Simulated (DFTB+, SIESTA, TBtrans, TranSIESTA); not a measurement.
## Transport through Pt chain with an H atom on top of one atom (relaxed at zero bias, lead layers held)

Which level of theory is enough for the transmission of Pt chain with an H atom on top of one atom (relaxed at zero bias, lead layers held)? The current runs along the third cell vector; the first and last atoms are layers of the leads.

Calculated with SIESTA 5.4.2, TranSIESTA 5.4.2, TBtrans 5.4.2, DFTB+ 25.1 and DFTB+ 25.1, with a numpy script; PBE, numerical atomic orbitals (DZP), PseudoDojo norm-conserving files converted to PSML; other levels are named step by step, in the first sound run; inputs show where later runs differ.

This is a report of a sequence of runs, with most program output left out.

## Step 1: Starting point

The cell holds 14 atoms: 13 Pt and 1 H. Its edges and angles: a = 9.000 Å, b = 9.000 Å, c = 31.200 Å, α = 90.0°, β = 90.0°, γ = 90.0°. Regions: left electrode layer, 4 atoms (4 Pt); scattering region, 6 atoms (5 Pt and 1 H); right electrode layer, 4 atoms (4 Pt). Vacuum lies along a and b. The structure's axis is c.

## Step 2: Relaxation with the leads held

Contact distances set the coupling to the leads, so they are relaxed before any transport step; the lead layers are held so that they stay copies of the electrode cell.

RELAX.fdf

```
SystemLabel RELAX
NumberOfAtoms 14
NumberOfSpecies 2
%block ChemicalSpeciesLabel
  1 78 Pt
  2 1 H
%endblock ChemicalSpeciesLabel
LatticeConstant 1.0 Ang
%block LatticeVectors
  9.000000 0.000000 0.000000
  0.000000 9.000000 0.000000
  0.000000 0.000000 31.200000
%endblock LatticeVectors
AtomicCoordinatesFormat Ang
%block AtomicCoordinatesAndAtomicSpecies
  4.500000 4.500000 1.200000 1
  4.500000 4.500000 3.600000 1
  4.500000 4.500000 6.000000 1
  4.500000 4.500000 8.400000 1
  4.500000 4.500000 10.800000 1
  4.500000 4.500000 13.200000 1
  4.500000 4.500000 15.600000 1
  5.852800 4.500000 15.600000 2
  4.500000 4.500000 18.000000 1
  4.500000 4.500000 20.400000 1
  4.500000 4.500000 22.800000 1
  4.500000 4.500000 25.200000 1
  4.500000 4.500000 27.600000 1
  4.500000 4.500000 30.000000 1
%endblock AtomicCoordinatesAndAtomicSpecies
XC.Functional GGA
XC.Authors PBE
PAO.BasisSize DZP
PAO.EnergyShift 0.01 Ry
PAO.SplitNorm 0.15
Mesh.Cutoff 300 Ry
ElectronicTemperature 800 K
Spin non-polarized
MaxSCFIterations 100
SCF.MustConverge false
SCF.DM.Tolerance 0.0002
SCF.H.Tolerance 0.002 eV
SCF.Mixer.Method Pulay
SCF.Mixer.Weight 0.1
SCF.Mixer.History 10
WriteMullikenPop 1
%block kgrid.MonkhorstPack
  1 0 0 0.0
  0 1 0 0.0
  0 0 3 0.0
%endblock kgrid.MonkhorstPack
MD.TypeOfRun Broyden
MD.Steps 40
MD.MaxForceTol 0.05 eV/Ang
MD.MaxDispl 0.15 Ang
Geometry.Must.Converge false
WriteForces true
WriteMDXmol true
%block Geometry.Constraints
  atom [1 -- 4]
  atom [11 -- 14]
%endblock Geometry.Constraints
```

Launch:

```bash
$ OMP_NUM_THREADS=1 mpirun -n 2 siesta RELAX.fdf > relax.out
```

It took 5.3 min on 2 MPI ranks of Intel Xeon 6975P-C (Granite Rapids), shared host; peak memory 0.8 GiB.

The steps of the relaxation:

| step | energy less that of the first step (eV) |
| --- | --- |
| 1 | 0.0000 |
| 2 | -0.4371 |
| 3 | -0.4967 |
| 4 | -0.4970 |
| 5 | -0.4865 |
| 6 | -0.3843 |
| 7 | -0.3387 |
| 8 | -0.2283 |
| 9 | -0.4382 |
| 10 | -0.5072 |
| 11 | -0.4935 |
| 12 | -0.5146 |
| 13 | -0.5160 |
| 14 | -0.5172 |
| 15 | -0.5172 |

The atoms that moved most (Å):

| atom | dx | dy | dz | length |
| --- | --- | --- | --- | --- |
| H8 | 0.105 | 0.000 | 0.000 | 0.105 |
| Pt6 | -0.042 | 0.000 | -0.055 | 0.069 |
| Pt9 | -0.042 | 0.000 | 0.055 | 0.069 |
| Pt7 | -0.066 | 0.000 | 0.000 | 0.066 |
| Pt5 | 0.011 | 0.000 | -0.028 | 0.030 |
| Pt10 | 0.011 | 0.000 | 0.028 | 0.030 |

The relaxed structure:

```xyz
14
Lattice="9.0000 0.0000 0.0000 0.0000 9.0000 0.0000 0.0000 0.0000 31.2000" Properties=species:S:1:pos:R:3
Pt    4.5000    4.5000    1.2000
Pt    4.5000    4.5000    3.6000
Pt    4.5000    4.5000    6.0000
Pt    4.5000    4.5000    8.4000
Pt    4.5114    4.5000   10.7718
Pt    4.4585    4.5000   13.1449
Pt    4.4341    4.5000   15.5999
H     5.9583    4.5000   15.6000
Pt    4.4585    4.5000   18.0551
Pt    4.5114    4.5000   20.4282
Pt    4.5000    4.5000   22.8000
Pt    4.5000    4.5000   25.2000
Pt    4.5000    4.5000   27.6000
Pt    4.5000    4.5000   30.0000
```

This step gave:

```yaml
free_energy: -46151.7298 eV
fermi_energy: -5.065 eV
orbitals: 252
largest_force_component_on_a_free_atom: 0.02954 eV/Å
geometry_steps: 16
```

The path lists 15 of the run's 16 geometries; the energy of the last one is missing from the table. From the first geometry to the last the energy changes by -0.516 eV.

## Step 3: The electrode

This step: PBE, numerical atomic orbitals (DZP), PseudoDojo norm-conserving files converted to PSML; periodic bulk run (SIESTA 5.4.2).

System of this step: principal layer of the lead. The cell holds 4 atoms: 4 Pt. Cell: a = 9.000 Å, b = 9.000 Å, c = 9.600 Å, α = 90.0°, β = 90.0°, γ = 90.0°. Vacuum lies along a and b. The structure's axis is c.

The half-infinite leads enter through self-energies, which come from the Hamiltonian of one bulk principal layer. This run also gives the lead's Fermi level, to which the junction is matched.

ELEC.fdf

```
SystemLabel ELEC
NumberOfAtoms 4
NumberOfSpecies 2
%block ChemicalSpeciesLabel
  1 78 Pt
  2 1 H
%endblock ChemicalSpeciesLabel
LatticeConstant 1.0 Ang
%block LatticeVectors
  9.000000 0.000000 0.000000
  0.000000 9.000000 0.000000
  0.000000 0.000000 9.600000
%endblock LatticeVectors
AtomicCoordinatesFormat Ang
%block AtomicCoordinatesAndAtomicSpecies
  4.500000 4.500000 1.200000 1
  4.500000 4.500000 3.600000 1
  4.500000 4.500000 6.000000 1
  4.500000 4.500000 8.400000 1
%endblock AtomicCoordinatesAndAtomicSpecies
XC.Functional GGA
XC.Authors PBE
PAO.BasisSize DZP
PAO.EnergyShift 0.01 Ry
PAO.SplitNorm 0.15
Mesh.Cutoff 300 Ry
ElectronicTemperature 300 K
Spin non-polarized
MaxSCFIterations 200
SCF.MustConverge true
SCF.DM.Tolerance 0.0001
SCF.H.Tolerance 0.001 eV
SCF.Mixer.Method Pulay
SCF.Mixer.Weight 0.1
SCF.Mixer.History 10
WriteMullikenPop 1
%block kgrid.MonkhorstPack
  1 0 0 0.0
  0 1 0 0.0
  0 0 32 0.0
%endblock kgrid.MonkhorstPack
Diag.ParallelOverK true
TS.HS.Save true
TS.DE.Save true
```

Launch:

```bash
$ OMP_NUM_THREADS=1 mpirun -n 2 siesta ELEC.fdf > dzp.lead.out
```

Wall time 5.2 s (2 MPI ranks); peak memory 0.47 GiB.

This step gave:

| Quantity | Value |
| --- | --- |
| free energy | -14195.3203 eV |
| Fermi energy | -5.133 eV |
| orbitals | 76 |
| largest coupling past the next principal layer | 0 eV |

SIESTA lists orbital radii in bohr. The longest on the lead's atoms, 6.39 bohr, is 3.38 Å, so two such orbitals overlap up to 6.77 Å; the nearest atoms of layers two apart are 12.00 Å apart. The projectors of the pseudopotentials let the Hamiltonian reach a little farther than the overlap.

A principal layer may touch only the next one. The stored Hamiltonian has no element past the next layer.

## Step 4: The junction at zero bias, case PBE, DZP

This step: PBE, numerical atomic orbitals (DZP), PseudoDojo norm-conserving files converted to PSML; open system by non-equilibrium Green functions (TranSIESTA 5.4.2).

System of this step: Pt chain with an H atom on top of one atom as built, then relaxed. The cell holds 14 atoms: 13 Pt and 1 H. Cell: a = 9.000 Å, b = 9.000 Å, c = 31.200 Å, α = 90.0°, β = 90.0°, γ = 90.0°. Regions: left electrode layer, 4 atoms (4 Pt); scattering region, 6 atoms (5 Pt and 1 H); right electrode layer, 4 atoms (4 Pt). Vacuum lies along a and b. The structure's axis is c.

The scattering region is made self-consistent with the leads attached; the density comes from a contour in the complex plane, and the charge is free to flow in or out.

DEV.fdf

```
SystemLabel DEV
NumberOfAtoms 14
NumberOfSpecies 2
%block ChemicalSpeciesLabel
  1 78 Pt
  2 1 H
%endblock ChemicalSpeciesLabel
LatticeConstant 1.0 Ang
%block LatticeVectors
  9.000000 0.000000 0.000000
  0.000000 9.000000 0.000000
  0.000000 0.000000 31.200000
%endblock LatticeVectors
AtomicCoordinatesFormat Ang
%block AtomicCoordinatesAndAtomicSpecies
  4.500000 4.500000 1.200000 1
  4.500000 4.500000 3.600000 1
  4.500000 4.500000 6.000000 1
  4.500000 4.500000 8.400000 1
  4.511439 4.500000 10.771770 1
  4.458494 4.500000 13.144866 1
  4.434070 4.500000 15.599934 1
  5.958255 4.500000 15.599958 2
  4.458499 4.500000 18.055053 1
  4.511431 4.500000 20.428215 1
  4.500000 4.500000 22.800000 1
  4.500000 4.500000 25.200000 1
  4.500000 4.500000 27.600000 1
  4.500000 4.500000 30.000000 1
%endblock AtomicCoordinatesAndAtomicSpecies
XC.Functional GGA
XC.Authors PBE
PAO.BasisSize DZP
PAO.EnergyShift 0.01 Ry
PAO.SplitNorm 0.15
Mesh.Cutoff 300 Ry
ElectronicTemperature 300 K
Spin non-polarized
MaxSCFIterations 200
SCF.MustConverge true
SCF.DM.Tolerance 0.002
SCF.H.Tolerance 0.03 eV
TS.SCF.DM.Tolerance 0.0001
TS.SCF.H.Tolerance 2.205e-04 Ry
SCF.Mixer.Method Pulay
SCF.Mixer.Weight 0.1
SCF.Mixer.History 10
WriteMullikenPop 1
%block kgrid.MonkhorstPack
  1 0 0 0.0
  0 1 0 0.0
  0 0 5 0.0
%endblock kgrid.MonkhorstPack
%block TS.Elecs
  Left
  Right
%endblock TS.Elecs
%block TS.Elec.Left
  HS ELEC.TSHS
  DM-init bulk
  chemical-potential Left
  semi-inf-direction -A3
  electrode-position 1
  bulk true
  Eta 0.0001 eV
  Out-of-core true
  tbt.Out-of-core false
%endblock TS.Elec.Left
%block TS.Elec.Right
  HS ELEC.TSHS
  DM-init bulk
  chemical-potential Right
  semi-inf-direction +A3
  electrode-position end -1
  bulk true
  Eta 0.0001 eV
  Out-of-core true
  tbt.Out-of-core false
%endblock TS.Elec.Right
%block TS.ChemPots
  Left
  Right
%endblock TS.ChemPots
%block TS.ChemPot.Left
  mu V/2
  contour.eq
    begin
      C-Left
      T-Left
    end
%endblock TS.ChemPot.Left
%block TS.Contour.C-Left
  part circle
  from -120.0 eV + V/2 to -10 kT + V/2
  points 40
  method g-legendre
%endblock TS.Contour.C-Left
%block TS.Contour.T-Left
  part tail
  from prev to inf
  points 10
  method g-fermi
%endblock TS.Contour.T-Left
%block TS.ChemPot.Right
  mu -V/2
  contour.eq
    begin
      C-Right
      T-Right
    end
%endblock TS.ChemPot.Right
%block TS.Contour.C-Right
  part circle
  from -120.0 eV - V/2 to -10 kT - V/2
  points 40
  method g-legendre
%endblock TS.Contour.C-Right
%block TS.Contour.T-Right
  part tail
  from prev to inf
  points 10
  method g-fermi
%endblock TS.Contour.T-Right
TS.Elecs.Neglect.Principal true
TS.Contours.Eq.Pole 2.5 eV
%block TS.Contours.nEq
  neq
%endblock TS.Contours.nEq
%block TS.Contour.nEq.neq
  part line
  from -|V|/2 - 5 kT to |V|/2 + 5 kT
  delta 0.02 eV
  method mid-rule
%endblock TS.Contour.nEq.neq
SaveElectrostaticPotential true
DM.UseSaveDM true
SolutionMethod transiesta
TS.Voltage 0 eV
TS.SCF.dQ.Converge false
TS.Contours.nEq.Eta 0.005 eV
```

Launch:

```bash
$ OMP_NUM_THREADS=1 mpirun -n 2 siesta DEV.fdf > dzp.scf0.out
```

The job ended after 37 s (2 MPI ranks; peak memory 0.8 GiB).

This step gave:

| Item | Value |
| --- | --- |
| orbitals | 252 |
| excess charge of the open region | 0.0075 e |

The open region is not held to a fixed charge; it ends 0.0075 electron over neutrality, which is small.

## Step 5: Transmission at zero bias, case PBE, DZP

This step: PBE, numerical atomic orbitals (DZP), PseudoDojo norm-conserving files converted to PSML; open system by non-equilibrium Green functions (TBtrans 5.4.2).

T(E) comes from the Green function of the saved Hamiltonian with both leads attached, energy by energy.

TBT.fdf

```
TS.Voltage 0 eV
%block TBT.k
  1 0 0 0.0
  0 1 0 0.0
  0 0 1 0.0
%endblock TBT.k
%block TBT.Contour.line
  from -2.0125 eV to 2.0125 eV
  delta 0.025 eV
  method mid-rule
%endblock TBT.Contour.line
TBT.T.Bulk true
TBT.DOS.Gf true
TBT.T.Eig 3
TBT.Elecs.Eta 0.0001 eV
TBT.DOS.A true
TBT.Current.Orb true
%include DEV.fdf
```

Launch:

```bash
$ OMP_NUM_THREADS=1 mpirun -n 2 tbtrans TBT.fdf > dzp.tbt0.out
```

It took 3.2 s on 2 MPI ranks; peak memory 0.18 GiB.

Numbers from this step:

```
transmission at the Fermi level : 3.102
open channels of the lead       : 3.998
conductance                     : 3.103 G₀
thermopower                     : 0.9853 μV/K
```

One spin. Table of transmission by energy, zero at the Fermi level:

| energy (eV) | transmission |
| --- | --- |
| -2.000 | 2.65 |
| -1.900 | 2.67 |
| -1.800 | 2.69 |
| -1.700 | 2.70 |
| -1.600 | 3.21 |
| -1.500 | 3.49 |
| -1.400 | 3.69 |
| -1.325 | 3.74 |
| -1.300 | 3.73 |
| -1.200 | 3.58 |
| -1.125 | 3.81 |
| -1.100 | 3.68 |
| -1.000 | 3.52 |
| -0.900 | 3.44 |
| -0.800 | 3.39 |
| -0.700 | 3.38 |
| -0.600 | 3.40 |
| -0.500 | 3.51 |
| -0.400 | 3.73 |
| -0.350 | 3.78 |
| -0.300 | 3.68 |
| -0.200 | 3.23 |
| -0.100 | 3.15 |
| 0.000 | 3.10 |
| 0.100 | 3.07 |
| 0.200 | 3.03 |
| 0.300 | 2.93 |
| 0.400 | 2.73 |
| 0.500 | 2.73 |
| 0.600 | 2.73 |
| 0.700 | 2.61 |
| 0.800 | 0.976 |
| 0.900 | 0.979 |
| 1.000 | 0.982 |
| 1.100 | 0.985 |
| 1.200 | 0.986 |
| 1.300 | 0.988 |
| 1.400 | 0.988 |
| 1.500 | 0.989 |
| 1.600 | 0.988 |
| 1.700 | 0.986 |
| 1.800 | 0.983 |
| 1.900 | 0.976 |
| 2.000 | 0.960 |

Mulliken DOS an atom, one spin over height of the atomic layer and energy from the Fermi level.

Ten even steps from '0' (0.04 states/eV) to '9' (4.45 states/eV), each cell a mean:
```
00000
00000
00000
00000
00000
00000
00000
11011
11011
21012
22022
12021
79097
29092
15051
43034
83038
32123
12121
22122
00000
00000
```
Columns: height of the atomic layer (Å) from 10.8 to 20.4; rows upwards: energy from the Fermi level (eV) from -2 to 2.

One spin. Table of open channels of the lead by energy, zero at the Fermi level:

| energy (eV) | open channels of the lead |
| --- | --- |
| -2.000 | 3.00 |
| -1.900 | 3.00 |
| -1.800 | 3.00 |
| -1.700 | 3.00 |
| -1.600 | 4.00 |
| -1.500 | 4.00 |
| -1.400 | 4.00 |
| -1.300 | 4.00 |
| -1.200 | 4.00 |
| -1.100 | 5.99 |
| -1.000 | 5.99 |
| -0.900 | 5.99 |
| -0.800 | 5.99 |
| -0.700 | 5.99 |
| -0.600 | 5.99 |
| -0.500 | 5.99 |
| -0.400 | 5.99 |
| -0.300 | 5.99 |
| -0.200 | 4.00 |
| -0.100 | 4.00 |
| 0.000 | 4.00 |
| 0.100 | 4.00 |
| 0.200 | 4.00 |
| 0.300 | 4.00 |
| 0.400 | 3.00 |
| 0.500 | 3.00 |
| 0.600 | 3.00 |
| 0.700 | 3.00 |
| 0.800 | 1.000 |
| 0.900 | 1.000 |
| 1.000 | 1.000 |
| 1.100 | 1.000 |
| 1.200 | 1.000 |
| 1.300 | 1.000 |
| 1.400 | 1.000 |
| 1.500 | 1.000 |
| 1.600 | 1.000 |
| 1.700 | 1.000 |
| 1.800 | 1.000 |
| 1.900 | 1.000 |
| 2.000 | 1.000 |

The density of states, device has structure finer than the step of the table below, so its rows give means over 0.1 eV, whole bins alone (the curve runs from -2 to 2 eV). Peaks (eV: height): -1.60: 8.46, -1.12: 23.2, -0.30: 20.0, 0.72: 6.68.

One spin; device region. Density of states, device against energy, zero at the Fermi level; means over each step:

| energy (eV) | density of states, device (states/eV) |
| --- | --- |
| -1.9 | 1.79 |
| -1.8 | 2.03 |
| -1.7 | 2.08 |
| -1.6 | 5.78 |
| -1.5 | 6.16 |
| -1.4 | 5.08 |
| -1.3 | 4.49 |
| -1.2 | 4.52 |
| -1.1 | 15.4 |
| -1.0 | 10.3 |
| -0.9 | 8.37 |
| -0.8 | 7.41 |
| -0.7 | 7.03 |
| -0.6 | 7.53 |
| -0.5 | 9.97 |
| -0.4 | 15.4 |
| -0.3 | 19.2 |
| -0.2 | 7.64 |
| -0.1 | 3.94 |
| 0.0 | 4.22 |
| 0.1 | 4.61 |
| 0.2 | 5.12 |
| 0.3 | 5.13 |
| 0.4 | 2.76 |
| 0.5 | 2.92 |
| 0.6 | 3.38 |
| 0.7 | 4.50 |
| 0.8 | 0.425 |
| 0.9 | 0.405 |
| 1.0 | 0.395 |
| 1.1 | 0.387 |
| 1.2 | 0.383 |
| 1.3 | 0.380 |
| 1.4 | 0.379 |
| 1.5 | 0.382 |
| 1.6 | 0.388 |
| 1.7 | 0.400 |
| 1.8 | 0.421 |
| 1.9 | 0.460 |

Table of eigenchannel transmission by energy, zero at the Fermi level:

| energy (eV) | channel 1 | channel 2 | channel 3 |
| --- | --- | --- | --- |
| -2.000 | 0.972 | 0.931 | 0.748 |
| -1.900 | 0.972 | 0.932 | 0.763 |
| -1.800 | 0.972 | 0.936 | 0.779 |
| -1.700 | 0.971 | 0.937 | 0.795 |
| -1.600 | 0.992 | 0.942 | 0.820 |
| -1.500 | 0.991 | 0.946 | 0.839 |
| -1.400 | 0.980 | 0.949 | 0.925 |
| -1.300 | 0.998 | 0.952 | 0.936 |
| -1.200 | 0.998 | 0.953 | 0.854 |
| -1.100 | 0.996 | 0.954 | 0.863 |
| -1.000 | 0.994 | 0.955 | 0.867 |
| -0.900 | 0.992 | 0.955 | 0.869 |
| -0.800 | 0.991 | 0.954 | 0.870 |
| -0.700 | 0.989 | 0.951 | 0.869 |
| -0.600 | 0.987 | 0.949 | 0.867 |
| -0.500 | 0.985 | 0.945 | 0.863 |
| -0.400 | 0.983 | 0.941 | 0.858 |
| -0.300 | 0.981 | 0.938 | 0.856 |
| -0.200 | 0.979 | 0.937 | 0.858 |
| -0.100 | 0.978 | 0.933 | 0.854 |
| 0.000 | 0.978 | 0.931 | 0.850 |
| 0.100 | 0.980 | 0.930 | 0.848 |
| 0.200 | 0.983 | 0.931 | 0.846 |
| 0.300 | 0.988 | 0.935 | 0.844 |
| 0.400 | 0.945 | 0.941 | 0.844 |
| 0.500 | 0.951 | 0.945 | 0.836 |
| 0.600 | 0.964 | 0.951 | 0.812 |
| 0.700 | 0.980 | 0.962 | 0.667 |
| 0.800 | 0.976 | 1.3e-7 | 7.3e-8 |
| 0.900 | 0.979 | 7.7e-9 | 6.0e-9 |
| 1.000 | 0.982 | 1.6e-9 | 1.5e-9 |
| 1.100 | 0.985 | 5.7e-10 | 5.1e-10 |
| 1.200 | 0.986 | 2.7e-10 | 2.1e-10 |
| 1.300 | 0.988 | 1.6e-10 | 1.0e-10 |
| 1.400 | 0.988 | 1.0e-10 | 5.8e-11 |
| 1.500 | 0.989 | 7.2e-11 | 3.5e-11 |
| 1.600 | 0.988 | 5.7e-11 | 2.3e-11 |
| 1.700 | 0.986 | 5.0e-11 | 1.6e-11 |
| 1.800 | 0.983 | 4.8e-11 | 1.2e-11 |
| 1.900 | 0.976 | 5.1e-11 | 9.2e-12 |
| 2.000 | 0.960 | 6.3e-11 | 7.5e-12 |

The conductance is 3.10 G0. The largest eigenchannels at the Fermi level pass 0.98, 0.93 and 0.85; of T(E_F) = 3.10, 0.34 runs in channels that were not listed. By hand: With G0 = 2e²/h = 77.48 µS, G = 3.10 × 77.48 µS = 240 µS, a resistance of 4.16 kΩ. Mott's formula S = −(π²k²T/3e) d ln T/dE has the factor 7.33 µV/K × eV at 300 K; T(−0.05 eV) = 3.123 and T(+0.05 eV) = 3.083 give a slope of -0.130 per eV and S ≈ 0.951 µV/K, against 0.985 from the full integral.

## Step 6: The open system under bias, bias 0.25 V

This step: PBE, numerical atomic orbitals (DZP), PseudoDojo norm-conserving files converted to PSML; open system by non-equilibrium Green functions (TranSIESTA 5.4.2).

The lower lead's level is set to +0.125 eV and the upper one's to -0.125 eV. The run starts from the density of the voltage before, since a large jump in bias often fails to converge.

Changes to DEV.fdf since step 4:

```diff
@@ -38,3 +38,3 @@
 Spin non-polarized
-MaxSCFIterations 200
+MaxSCFIterations 120
 SCF.MustConverge true
@@ -43,6 +43,6 @@
 TS.SCF.DM.Tolerance 0.0001
-TS.SCF.H.Tolerance 2.205e-04 Ry
+TS.SCF.H.Tolerance 3.675e-04 Ry
 SCF.Mixer.Method Pulay
 SCF.Mixer.Weight 0.1
-SCF.Mixer.History 10
+SCF.Mixer.History 4
 WriteMullikenPop 1
@@ -137,3 +137,3 @@
 SolutionMethod transiesta
-TS.Voltage 0 eV
+TS.Voltage 0.25 eV
 TS.SCF.dQ.Converge false
```

Launch:

```bash
$ OMP_NUM_THREADS=1 mpirun -n 2 siesta DEV.fdf > dzp.scf0.25.out
```

Run time: 25 s. Hardware: 2 MPI ranks; peak memory 0.79 GiB.

Numbers from this step:

```yaml
excess_charge_of_the_open_region: 0.00665 e
```

Electrostatic, mean over the points within 1.5 Å of the atoms' projections. The potential energy less that at 0 V, bias 0.25 V by z:

z (Å), potential energy less that at 0 V, bias 0.25 V (eV) and a bar from the least value:
```
        0      0.125 ##############################
        1      0.121 ##############################
        2      0.117 #############################
        3      0.113 #############################
        4      0.109 ############################
        5      0.106 ############################
        6      0.102 ###########################
        7      0.100 ###########################
        8      0.101 ###########################
        9      0.102 ###########################
       10      0.085 #########################
       11      0.054 #####################
       12      0.043 ####################
       13      0.086 #########################
       14      0.037 ###################
       15     -0.003 ###############
       16     -0.001 ###############
       17     -0.026 ############
       18     -0.088 ####
       19     -0.050 #########
       20     -0.030 ###########
       21     -0.076 ######
       22     -0.110 ##
       23     -0.112 #
       24     -0.107 ##
       25     -0.106 ##
       26     -0.108 ##
       27     -0.111 ##
       28     -0.114 #
       29     -0.117 #
       30     -0.121 
       31     -0.125
```

The open region is not held to a fixed charge; it ends 0.0066 electron over neutrality, which is small. Over a third of the bias falls in the electrode layers or within 2 Å of them; a longer scattering region was not tried.

## Step 7: Transmission and current under bias, bias 0.25 V

This step: PBE, numerical atomic orbitals (DZP), PseudoDojo norm-conserving files converted to PSML; open system by non-equilibrium Green functions (TBtrans 5.4.2).

The transmission is formed anew from the Hamiltonian under bias, and the current is its integral weighted by the difference of the leads' Fermi functions.

Changes to TBT.fdf since step 5:

```diff
@@ -1,2 +1,2 @@
-TS.Voltage 0 eV
+TS.Voltage 0.25 eV
 %block TBT.k
```

Launch:

```bash
$ OMP_NUM_THREADS=1 mpirun -n 2 tbtrans TBT.fdf > dzp.tbt0.25.out
```

Wall time 3.2 s (2 MPI ranks); peak memory 0.19 GiB.

Numbers from this step:

```
transmission at the Fermi level : 3.112
current                         : 6.05e-5 A, both spins
```

One spin; bias 0.25 V. Table of transmission by energy, zero at the mean Fermi level:

| energy (eV) | transmission |
| --- | --- |
| -2.000 | 2.65 |
| -1.800 | 2.69 |
| -1.600 | 2.73 |
| -1.400 | 3.69 |
| -1.325 | 3.73 |
| -1.200 | 3.62 |
| -1.025 | 3.61 |
| -1.000 | 3.53 |
| -0.800 | 3.39 |
| -0.600 | 3.38 |
| -0.400 | 3.62 |
| -0.350 | 3.97 |
| -0.200 | 3.23 |
| 0.000 | 3.11 |
| 0.200 | 3.00 |
| 0.400 | 2.76 |
| 0.600 | 2.37 |
| 0.800 | 0.975 |
| 1.000 | 0.982 |
| 1.200 | 0.986 |
| 1.400 | 0.988 |
| 1.600 | 0.988 |
| 1.800 | 0.982 |
| 2.000 | 0.960 |

The current is 60.5 μA for both spins, so I/V is 3.12 G0. TBtrans prints one spin, half of that. By hand: Landauer's sum over the window from -0.125 to 0.125 eV: T at five even points is 3.17, 3.13, 3.11, 3.10, 3.10, Simpson's rule gives a mean of 3.12, and I ≈ 77.48 µS × 3.12 × 0.25 V = 60.4 μA, with sharp Fermi edges.

(Continued in part 2 of 3.)

[Logs are printed without paths, hosts, clocks, repeated set-up lines and the standing remarks that a program may print on its own settings, such as how far it seeks lower states.]

[Hosts, paths, dates, database ids (printed as entryN), source tags and the programs' standing remarks are cut or masked in the printed files.]
